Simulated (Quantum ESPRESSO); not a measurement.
## HfO2 (Fm-3m): the LO frequency by hand

Wanted: the LO mode of HfO2 (Fm-3m) from the TO mode and the field response.

Program: Quantum ESPRESSO 7.5. Level of theory: DFT LDA, scalar-relativistic, plane waves, PseudoDojo norm-conserving pseudopotentials. Results are calculated unless marked as measured.

## 1. The relaxed structure

Symmetry: Fm-3m, No. 225, cubic system. Conventional cell: a = 4.962 Å, b = 4.962 Å, c = 4.962 Å, α = 90.00°, β = 90.00°, γ = 90.00°. Nearest to Hf lie 8 O at 2.15 Å. Nearest to O lie 4 Hf at 2.15 Å. Farther neighbours and most contacts between anions are not listed.

As a file:

```xyz
3
Lattice="-2.4809 0.0000 2.4809 0.0000 2.4809 2.4809 -2.4809 2.4809 0.0000" Properties=species:S:1:pos:R:3 pbc="T T T"
Hf    0.0000    0.0000    0.0000
O    -3.7213    3.7213    3.7213
O    -1.2404    1.2404    1.2404
```

This is the cell after its relaxation at this level of theory, not the database cell from which that began.

## 2. What the response run gave

A linear-response run on the relaxed cell, with the response to an electric field; only its zone-centre results are used. Cutoff 92 Ry, k mesh 8×8×8.

The program printed:

```text
[banners, grids, parts of the stress and lines that vanish by symmetry left out]
Program PHONON v.7.5
     Reading xml data from directory:

[...]
Exchange-correlation= PW
                           (   1   4   0   0   0   0   0)
[...]
kinetic-energy cut-off    =      92.0000  Ry
     charge density cut-off    =     368.0000  Ry
     convergence threshold     =      1.0E-18
[...]
Exchange-correlation= PW
                           (   1   4   0   0   0   0   0)
[...]
q = (   0.0000000   0.0000000   0.0000000 )
     49 Sym.Ops. (with q -> -q+G )
     G cutoff =  819.5009  (  24597 G-vectors)     FFT grid: ( 45, 45, 45)
     number of k points=    29
[...]
Mode symmetry, O_h (m-3m)  point group:
[...]
Dielectric constant
[...]
End of electric fields calculation
          Dielectric constant in cartesian axis
          (       5.228114848      -0.000000000      -0.000000000 )
          (      -0.000000000       5.228114848       0.000000000 )
          (      -0.000000000      -0.000000000       5.228114848 )
          Effective charges (d Force / dE) in cartesian axis without acoustic sum rule applied (asr)
           atom    1  Hf    Mean Z*:        5.54601
      Ex  (        5.54601        0.00000        0.00000 )
      Ey  (        0.00000        5.54601       -0.00000 )
      Ez  (        0.00000       -0.00000        5.54601 )
           atom    2  O     Mean Z*:       -2.77273
      Ex  (       -2.77273       -0.00000       -0.00000 )
      Ey  (       -0.00000       -2.77273       -0.00000 )
      Ez  (        0.00000       -0.00000       -2.77273 )
           atom    3  O     Mean Z*:       -2.77273
      Ex  (       -2.77273        0.00000        0.00000 )
      Ey  (        0.00000       -2.77273        0.00000 )
      Ez  (        0.00000        0.00000       -2.77273 )
          Effective charges Sum: Mean:        0.00054
[...]
Effective charges (d Force / dE) in cartesian axis with asr applied:
           atom    1  Hf    Mean Z*:        5.54583
[...]
atom    2  O     Mean Z*:       -2.77291
[...]
atom    3  O     Mean Z*:       -2.77291
[...]
Representation #   1 modes #   1   2   3
[...]
End of self-consistent calculation
     Convergence has been achieved
     Representation #   2 modes #   4   5   6
[...]
End of self-consistent calculation
     Convergence has been achieved
     Representation #   3 modes #   7   8   9
[...]
End of self-consistent calculation
     Convergence has been achieved
[...]
Dielectric constant in cartesian axis
          (       5.228114848      -0.000000000      -0.000000000 )
          (      -0.000000000       5.228114848       0.000000000 )
          (      -0.000000000      -0.000000000       5.228114848 )
          Effective charges (d Force / dE) in cartesian axis without acoustic sum rule applied (asr)
           atom    1  Hf    Mean Z*:        5.54601
      Ex  (        5.54601        0.00000        0.00000 )
      Ey  (        0.00000        5.54601       -0.00000 )
      Ez  (        0.00000       -0.00000        5.54601 )
           atom    2  O     Mean Z*:       -2.77273
      Ex  (       -2.77273       -0.00000       -0.00000 )
      Ey  (       -0.00000       -2.77273       -0.00000 )
      Ez  (        0.00000       -0.00000       -2.77273 )
           atom    3  O     Mean Z*:       -2.77273
      Ex  (       -2.77273        0.00000        0.00000 )
      Ey  (        0.00000       -2.77273        0.00000 )
      Ez  (        0.00000        0.00000       -2.77273 )
          Effective charges Sum: Mean:        0.00054
[...]
Effective charges (d Force / dE) in cartesian axis with asr applied:
           atom    1  Hf    Mean Z*:        5.54583
[...]
atom    2  O     Mean Z*:       -2.77291
[...]
atom    3  O     Mean Z*:       -2.77291
[...]
q = (    0.000000000   0.000000000   0.000000000 )
[...]
freq (    1) =       0.031399 [THz] =       1.047363 [cm-1]
     freq (    2) =       0.031399 [THz] =       1.047363 [cm-1]
     freq (    3) =       0.031399 [THz] =       1.047363 [cm-1]
     freq (    4) =       7.758073 [THz] =     258.781468 [cm-1]
     freq (    5) =       7.758073 [THz] =     258.781468 [cm-1]
     freq (    6) =       7.758073 [THz] =     258.781468 [cm-1]
     freq (    7) =      18.334083 [THz] =     611.559184 [cm-1]
     freq (    8) =      18.334083 [THz] =     611.559184 [cm-1]
     freq (    9) =      18.334083 [THz] =     611.559184 [cm-1]
[...]
Mode symmetry, O_h (m-3m)  point group:
     freq (   1-   3) =          1.0  [cm-1]   --> T_1u G_15  G_4- I
     freq (   4-   6) =        258.8  [cm-1]   --> T_1u G_15  G_4- I
     freq (   7-   9) =        611.6  [cm-1]   --> T_2g G_25' G_5+ R

   JOB DONE.
```

```
                       quantity    value
             cell volume Ω (Å³)   30.538
                 mass of Hf (u)  178.490
                  mass of O (u)   15.999
     Born charge of Hf, raw (e)    5.546
      Born charge of O, raw (e)   -2.773
                             ε∞    5.228
ω(TO) after the sum rule (cm⁻¹)    258.8
```

## 3. The calculation

The charges must sum to zero over the cell; taking off their mean, 0.000 e, leaves Z* = 5.546 e on Hf. In the polar mode Hf moves against the two O, so the reduced mass is μ = 178.49 × 32.00 / 210.49 = 27.134 u.

A longitudinal wave builds up a field that adds to the restoring force: ω(LO)² = ω(TO)² + 4π Z*² / (μ Ω ε∞), in Hartree atomic units. With μ = 49462 electron masses and Ω = 206.08 bohr³ the second term is 7.2526e-06 Ha², or 349351 cm⁻² (1 Ha = 219474.6 cm⁻¹).

So ω(LO) = √(66962 + 349351) = 645.2 cm⁻¹, and by the Lyddane-Sachs-Teller relation ε₀ = ε∞ (ω(LO)/ω(TO))² = 32.50.

## 4. Check against the program

The analysis program adds the same non-analytic term to the full matrix, here for q along (1 0 0).

The program printed:

```text
[banners, grids, parts of the stress and lines that vanish by symmetry left out]
[banner, memory and clock lines left out]
Program DYNMAT v.7.5

     Reading Dynamical Matrix from file g.dyn
     ...Force constants read
     ...epsilon and Z* read

     Polarizability (A^3 units)
     multiply by 0.415046 for Clausius-Mossotti correction
        10.274776   -0.000000   -0.000000
        -0.000000   10.274776   -0.000000
        -0.000000    0.000000   10.274776

     IR activities are in (D/A)^2/amu units

# mode   [cm-1]    [THz]      IR
    1     -0.00   -0.0000    0.0000
    2     -0.00   -0.0000    0.0000
[...]
8    611.55   18.3339    0.0000
    9    645.23   19.3434   26.1512

[end of the log left out, with the tail of the file of modes that dynmat.x writes under the same name]
```

ε₀ comes from the program's run without a direction of q.

```
    quantity  by hand  program
ω(LO) (cm⁻¹)    645.2    645.2
          ε₀    32.50    32.50
```

## 5. Summary of results

```
TO mode                    : 258.8 cm⁻¹
LO mode                    : 645.2 cm⁻¹
static dielectric constant : 32.50
```

In words: The LO mode of HfO2 (Fm-3m) lies at 645 cm⁻¹, 386 cm⁻¹ above the TO mode; the formula meets the program within 0.1 cm⁻¹, as it must for a cubic crystal with one polar mode. ω(LO)² − ω(TO)² goes with Z*²/ε∞: an error of 5 % in ε∞ would move the LO mode by 13.0 cm⁻¹, and semilocal functionals tend to overestimate ε∞. These are harmonic values at zero temperature, at the volume of this functional, for the structure held cubic; stability elsewhere in the zone is no part of this calculation.

[Host names and launcher messages were left out of these logs when they were recorded.]

[Logs are printed without paths, hosts, clocks, repeated set-up lines and the standing remarks that a program may print on its own settings, such as how far it seeks lower states.]

[Hosts, paths, dates, database ids (printed as entryN), source tags and the programs' standing remarks are cut or masked in the printed files.]
